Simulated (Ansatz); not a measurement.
# CdS (Hawleyite): a many-body input that goes wrong, and its mend

Aim: the G0W0 gap of CdS (Hawleyite). The first input has a fault.

Method: G0W0 on PBE, plane waves, PAW; PAW set soft_1, in Ansatz 0.2.0.

## (1) Starting point

Symmetry: F-43m, No. 216, cubic system. Conventional cell: a = 5.833 Å, b = 5.833 Å, c = 5.833 Å, α = 90.00°, β = 90.00°, γ = 90.00°. Nearest to Cd lie 4 S at 2.53 Å. S has 4 Cd at 2.53 Å nearest. Farther neighbours and most contacts between anions are not listed.

The cell and positions come from the Crystallography Open Database and are kept as given unless a step says otherwise.

## (2) First try

File input.yaml:

```yaml
crystal:
  lattice:
    - [0.0, 2.9165, 2.9165]
    - [2.9165, 0.0, 2.9165]
    - [2.9165, 2.9165, 0.0]
  atoms:
    - { symbol: Cd, position: [0.0, 0.0, 0.0] }
    - { symbol: S, position: [0.25, 0.25, 0.25] }
kpoints:
  mp_grid: { grid: [1, 1, 1] }
hamiltonian:
  xc: pbe
  pseudopotentials: { kind: paw, azcp: { folder: soft_1 } }
scf:
  occupations: { method: fixed }
gw:
  n_empty_bands: 80
  ecut_chi: 80
  qp_bands: [v2, c2]
  qp_kpoints: band_edges
  screening: { model: contour_deformation }
```

The run is started by

```sh
$ ansatz run input.yaml --threads 3 --pin off --max-ram 92160MiB --backend cuda --events-out ev --progress --plain --runs-dir out --devices 1 --max-vram 13GiB
```

Numbers of over 12 decimals in the logs are rounded to 6 here.

The log of the run:

```text
GPUs: using 1 of 1 available (devices: 1).
Engine: ansatz 0.2.0, x86_64-unknown-linux-gnu
Pseudopotentials: kind: paw
Pseudopotential: Cd, paw, valence charge 20, recommended cutoff 420 eV (normal), soft_1/Cd.paw.azcp
Pseudopotential: S, paw, valence charge 6, recommended cutoff 420 eV (normal), soft_1/S.paw.azcp
Functional definition: PBE
  parameter kappa = 0.804
  parameter beta = 0.066725
  exchange = pbe_x(kappa = kappa, mu = beta*pi^2/3)
  correlation = pbe_c(beta = beta)
device memory: the entry about to start is reckoned to put 0.4 GiB on a device that reports 50.0 GiB free (of which the cap on the GPU budget leaves the run 13.0 GiB)
GPU FFT provider: cuFFT
GPU libraries: cuBLAS 13.8.2, cuFFT 12.4.0, cuSOLVER 12.3.4
Crystal: 2 atoms, lattice volume = 49.615 Å³
Basis set: ecut = 420 eV, 941 PW (Γ)
Bands: 17, of which v1, the nominal top of the filled ones, is band 13 counted from 1 (12 counted from 0)
Symmetry: 24 space group operations
Space group: F-43m (ITA 216), of the structure as read, at distance tolerance 3.7e-5 Å
k-points: 1
Non-local potential: Cd, projectors of the file, l = 0: 3, l = 1: 2, l = 2: 2, l = 3: 1
Non-local potential: S, projectors of the file, l = 0: 2, l = 1: 2, l = 2: 1
PAW form: soft (Blöchl's): semilocal exchange-correlation on the pseudo side does not see the compensation charge
PAW one-centre angular grid: Cd, 590 points (default); XC on 64 Gauss nodes
PAW one-centre angular grid: S, 110 points (default); XC on 64 Gauss nodes
Initial density: superposition of atomic densities (chi_scale 0.1, normalization cell, long waves kept (reshape's long-wave potential 0.00 eV rms))
Initial wavefunctions: pseudopotential atomic-orbital guess
GPU buffer pool allocated for 27000 grid points (all kernels)
GPU transforms: local potential and band sums: pruned to the plane-wave sphere, on 25×25×25
Functional: x = pbe(κ = 0.804, μ = 0.219515), c = pbe(β = 0.066725)
SCF iter   1: F=—  HF=-9148.922397 eV  |F-HF|=—  |Δ(HF+E_count)|=         —  Δρ=7.79e-2  dr2=5.07e0  ethr=3.10e-3  ⟨swp⟩=5.0  Hψ=76  notcnv=0
preconditioner: auto → none  [insulator: Δε(μ)=1.365 eV  Ē_g=11.032 eV  n_scr=14 (ndim 8)  ℏωp=22.4 eV  f_vac=0.063  ε∞_Penn≈5.1]
SCF iter   2: F=—  HF=-9147.149112 eV  |F-HF|=—  |Δ(HF+E_count)|=    1.77e0  Δρ=2.85e-2  dr2=2.52e-1  ethr=3.10e-3  ⟨swp⟩=3.0  Hψ=44  notcnv=0
SCF iter   3: F=—  HF=-9147.168663 eV  |F-HF|=—  |Δ(HF+E_count)|=   1.96e-2  Δρ=1.24e-2  dr2=4.71e-2  ethr=9.70e-4  ⟨swp⟩=2.0  Hψ=29  notcnv=0
SCF iter   4: F=—  HF=-9147.180853 eV  |F-HF|=—  |Δ(HF+E_count)|=   1.22e-2  Δρ=4.13e-3  dr2=6.30e-3  ethr=1.81e-4  ⟨swp⟩=4.0  Hψ=31  notcnv=0
SCF iter   5: F=—  HF=-9147.178665 eV  |F-HF|=—  |Δ(HF+E_count)|=   2.19e-3  Δρ=4.71e-4  dr2=5.06e-5  ethr=2.42e-5  ⟨swp⟩=3.0  Hψ=48  notcnv=0
SCF iter   6: F=—  HF=-9147.178682 eV  |F-HF|=—  |Δ(HF+E_count)|=   1.71e-5  Δρ=1.21e-4  dr2=6.03e-6  ethr=1.94e-7  ⟨swp⟩=2.0  Hψ=30  notcnv=0
SCF iter   7: F=—  HF=-9147.178681 eV  |F-HF|=—  |Δ(HF+E_count)|=   8.82e-7  Δρ=2.03e-5  dr2=1.25e-7  ethr=2.32e-8  ⟨swp⟩=3.0  Hψ=26  notcnv=0
SCF iter   8: F=-9147.178681 eV  HF=-9147.178681 eV  |F-HF|=4.80e-10  |Δ(HF+E_count)|=   3.54e-9  Δρ=1.24e-6  dr2=7.08e-10  ethr=3.85e-10  ⟨swp⟩=4.0  Hψ=68  notcnv=0
SCF 1 converged in 8 iterations: F = -9147.178681 eV  dr2 = 7.08e-10
[...]
device memory: the entry about to start is reckoned to put 0.5 GiB on a device that reports 51.3 GiB free (of which the cap on the GPU budget leaves the run 13.0 GiB)
NSCF: frozen V_eff on 1 k-points
[...]
device memory: the entry about to start is reckoned to put 0.5 GiB on a device that reports 51.3 GiB free (of which the cap on the GPU budget leaves the run 13.0 GiB)
NSCF: frozen V_eff on 1 k-points
G₀W₀ screening: q 1/1
G₀W₀ self-energy: k 1/1
device memory: the entry about to start is reckoned to put 0.3 GiB on a device that reports 51.2 GiB free (of which the cap on the GPU budget leaves the run 13.0 GiB)
NSCF: frozen V_eff on 1 k-points
device memory: the entry about to start is reckoned to put 0.3 GiB on a device that reports 51.1 GiB free (of which the cap on the GPU budget leaves the run 13.0 GiB)
NSCF: frozen V_eff on 1 k-points
device memory: the entry about to start is reckoned to put 0.3 GiB on a device that reports 51.2 GiB free (of which the cap on the GPU budget leaves the run 13.0 GiB)
NSCF: frozen V_eff on 1 k-points
device memory: the entry about to start is reckoned to put 0.3 GiB on a device that reports 51.2 GiB free (of which the cap on the GPU budget leaves the run 13.0 GiB)
NSCF: frozen V_eff on 1 k-points
device memory: the entry about to start is reckoned to put 0.3 GiB on a device that reports 51.2 GiB free (of which the cap on the GPU budget leaves the run 13.0 GiB)
NSCF: frozen V_eff on 1 k-points
SCF converged after 8 iterations
Free energy (F): -9147.178681 eV
Harris-Foulkes:  -9147.178681 eV  (|F-HF|=4.80e-10)
Internal energy: -9147.178681 eV  (E = F + TS)
E sigma→0 (E₀):  -9147.178681 eV
Fermi energy:    8.668731 eV
--- Per-component energies (eV) ---
  E_band       = -486.635362
  E_kinetic    = 567.982897
  E_local      = -4057.372667  (includes V_loc(G=0)·N_el)
  E_nonlocal   = 157.704801
  E_hartree    = 1850.269235
  E_xc         = -249.407546
  E_vxc        = -283.614738  (∫ρ·V_xc dr)
  E_paw        = -4711.374447  (= ΣΔE_a)
  E_vpaw       = -571.873101  (= ΣTr[D̂ρ^β])
  E_aug_tail   = 0.000346  (compensation charges beyond the density's cutoff)
  E_ewald      = -2704.981299
  E_smearing   = -0.000000  (= −TS)
  E_closure    = 0.000000  (closes the sum)
  Σ components = -9147.178681   (vs F -9147.178681, Δ=0.00e0)
--- Band table (eV) ---
  k-point 0: bands = [... 9 lower, -0.6442, 8.6687, 8.6687, 8.6687, 8.8428, 13.9554, 13.9554, 13.9554]
--- G₀W₀: contour deformation, 9 samples at zero and on the imaginary axis and 1 off it, 1 q-point, 80 empty bands' worth ---
  eigenvalues of the whole cell's RPA ε∞ on this k-mesh (on a slab, of 1 + 4πα/V) = 13819.8199, 13819.8199, 13819.8199; static W/v taken at q = 0 is 0.000072
  bands read: the sum over 93 bands ends inside a degenerate multiplet in 1 slot, whose members it reads at an even weight; the widest, k=0: bands 93 to 94 (counted from 1) at 1/2 each
  gw.qp_kpoints: band_edges: 1 of 1 stored k-point solved, in 1 pass; an edge of the gap read off the rows below is read off those points alone
  `?` marks the rows in doubt; gw_qp.tsv's column doubts and the gw_qp event give each row's grounds
    ik  band        ε_KS         Σx   Σc(E_QP)       V_xc       Z   E_QP_lin       E_QP  E_QP is
     0    12      8.6687   -22.8680     5.3660   -17.3414  0.7819     8.5108     8.5082  root
     0    13      8.6687   -22.8680     5.3660   -17.3414  0.7819     8.5108     8.5082  root
     0    14      8.8428    -6.9490    -5.9221   -12.4884  0.6993     8.3569     8.4601  root ?
     0    15     13.9554    -4.9135    -6.6882   -10.8921  0.8674    13.2473    13.2459  root
```

Run time: 9.1 s. Hardware: 1 × NVIDIA H100 80GB HBM3 (shared by 6 runs) with 3 threads of AMD EPYC 7R13 (Zen 3), shared host; peak memory 1 GiB; 3.6 s of CPU time.

**What went wrong?**

The run ended normally, though the input holds a fault or crude settings.

The fault: G0W0 on a mesh far too coarse. So few points can't sample the density or the screening, and the band edges may lie elsewhere in the zone.

It printed a gap of -0.05 eV, which is an artefact of the settings.

## (3) A better input

G0W0 replaces the xc potential by the self-energy, built once from these orbitals. Only a window of levels is corrected, while the sums run over the empty bands that the input names. This step takes PAW set soft_1 files.

input.yaml: that of step 2 with these lines changed.

```diff
@@ -9,3 +9,3 @@
 kpoints:
-  mp_grid: { grid: [1, 1, 1] }
+  mp_grid: { grid: [4, 4, 4] }
 hamiltonian:
@@ -16,4 +16,4 @@
 gw:
-  n_empty_bands: 80
-  ecut_chi: 80
+  n_empty_bands: 148
+  ecut_chi: 120
   qp_bands: [v2, c2]
```

The log of the run:

```text
GPUs: using 1 of 1 available (devices: 1).
[...]
GPU FFT provider: cuFFT
GPU libraries: cuBLAS 13.8.2, cuFFT 12.4.0, cuSOLVER 12.3.4
Crystal: 2 atoms, lattice volume = 49.615 Å³
Basis set: ecut = 420 eV, 941 PW (Γ)
Bands: 17, of which v1, the nominal top of the filled ones, is band 13 counted from 1 (12 counted from 0)
Symmetry: 24 space group operations
[...]
k-points: 8 of 64 (time reversal used)
[...]
GPU buffer pool allocated for 27000 grid points (all kernels)
[...]
SCF iter   1: F=—  HF=-9157.928489 eV  |F-HF|=—  |Δ(HF+E_count)|=         —  Δρ=2.88e-2  dr2=3.71e-1  ethr=3.10e-3  ⟨swp⟩=5.4  Hψ=614  notcnv=0  defer=12
[...]
SCF iter   7: F=-9157.846062 eV  HF=-9157.846062 eV  |F-HF|=1.00e-8  |Δ(HF+E_count)|=   1.99e-7  Δρ=5.12e-6  dr2=8.23e-9  ethr=3.85e-10  ⟨swp⟩=5.6  Hψ=527  notcnv=0
SCF 1 converged in 7 iterations: F = -9157.846062 eV  dr2 = 8.23e-9
[...]
0    12      6.9325   -21.0532     2.3634   -18.1238  0.7267     6.3469     6.3666  root
     0    13      6.9325   -21.0532     2.3634   -18.1238  0.7267     6.3469     6.3666  root
     0    14      8.0660    -8.4245    -3.8550   -12.3928  0.7633     8.1798     8.1792  root
     0    15     13.4450    -6.4456    -4.5549   -11.3159  0.7484    13.7654    13.7603  root
     1    12      6.5355   -20.4407     2.4437   -17.3946  0.7246     5.9096     5.9331  root
     1    13      6.5355   -20.4407     2.4437   -17.3946  0.7246     5.9096     5.9331  root
     1    14      9.7015    -8.5876    -4.0455   -12.8432  0.7554     9.9137     9.9117  root
     1    15     13.1967    -6.9756    -4.5269   -11.7346  0.7404    13.4315    13.4289  root
[...]
7    12      4.6649   -17.0538     2.7525   -13.5795  0.7076     3.9003     3.9431  root
     7    13      4.7431   -19.0587     2.9880   -15.3344  0.7089     3.9621     4.0068  root
     7    14     12.3472    -9.7616    -4.8823   -15.1687  0.7280    12.8899    12.8721  root
     7    15     12.3512    -7.3282    -4.0355   -11.4831  0.7511    12.4712    12.4706  root
[key lines of the parts left out:]
SCF converged after 7 iterations
Free energy (F): -9157.846062 eV
Fermi energy:    6.932550 eV
```

Elapsed: 13 s, on 1 × NVIDIA H100 80GB HBM3 (shared by 6 runs) with 3 threads; peak memory 1 GiB; 13 s of CPU time.

Numbers from this step:

```yaml
bands_summed: 161
rpa_eps_infinity_on_this_mesh_eigenvalues: 10.75, 10.75, 10.75
plane_waves_in_the_screening_matrix: 169
q_points_in_the_mesh: 64
g0w0_gap_on_the_mesh: 1.813 eV
k_of_the_valence_top: 0, 0, 0
k_of_the_conduction_bottom: 0, 0, 0
starting_gap_on_the_mesh: 1.133 eV
z_at_the_valence_top: 0.7267
z_at_the_conduction_bottom: 0.7633
least_direct_g0w0_gap_on_the_computed_points: 1.813 eV
```

The gap on the mesh goes from 1.13 eV to 1.81 eV, a correction of +0.68 eV. Between the two edge states, bare exchange in place of the xc potential would open the gap by 6.90 eV, and correlation takes back 6.22 eV.

## (4) What came out

- first try: converged after 9.1 s
- better run: G0W0 gap on the mesh 1.81 eV (4×4×4 mesh, 148 empty bands, screening to 120 eV, PAW set soft_1 files)

In words: The second run differs in: mesh, empty bands and screening cutoff (eV). Bands and cutoff are finite, so the gap is not at the basis limit. The miss can reach some tenths of an eV and take either sign; the mesh is an error of its own. The 4×4×4 mesh is coarse for this cell (its supercell is 16 Å along the shortest edge). The RPA ε∞ on it, from the PBE start, is 10.75; such meshes misread the long-range screening, most where the gap is narrow. The many-body steps are scalar-relativistic: spin-orbit coupling is not in them.

[Paths, hosts, dates, memory and timing lines, banners, echoed tables and standing remarks are left out of the program output.]

[Logs are printed without paths, hosts, clocks, repeated set-up lines and the standing remarks that a program may print on its own settings, such as how far it seeks lower states.]

[Runs of the session that timed out or met a known fault of the program may be left out.]

[Cells called generated may have been cut or substituted from an entry of the Crystallography Open Database or the Materials Project.]

[Hosts, paths, dates, database ids (printed as entryN), source tags and the programs' standing remarks are cut or masked in the printed files.]
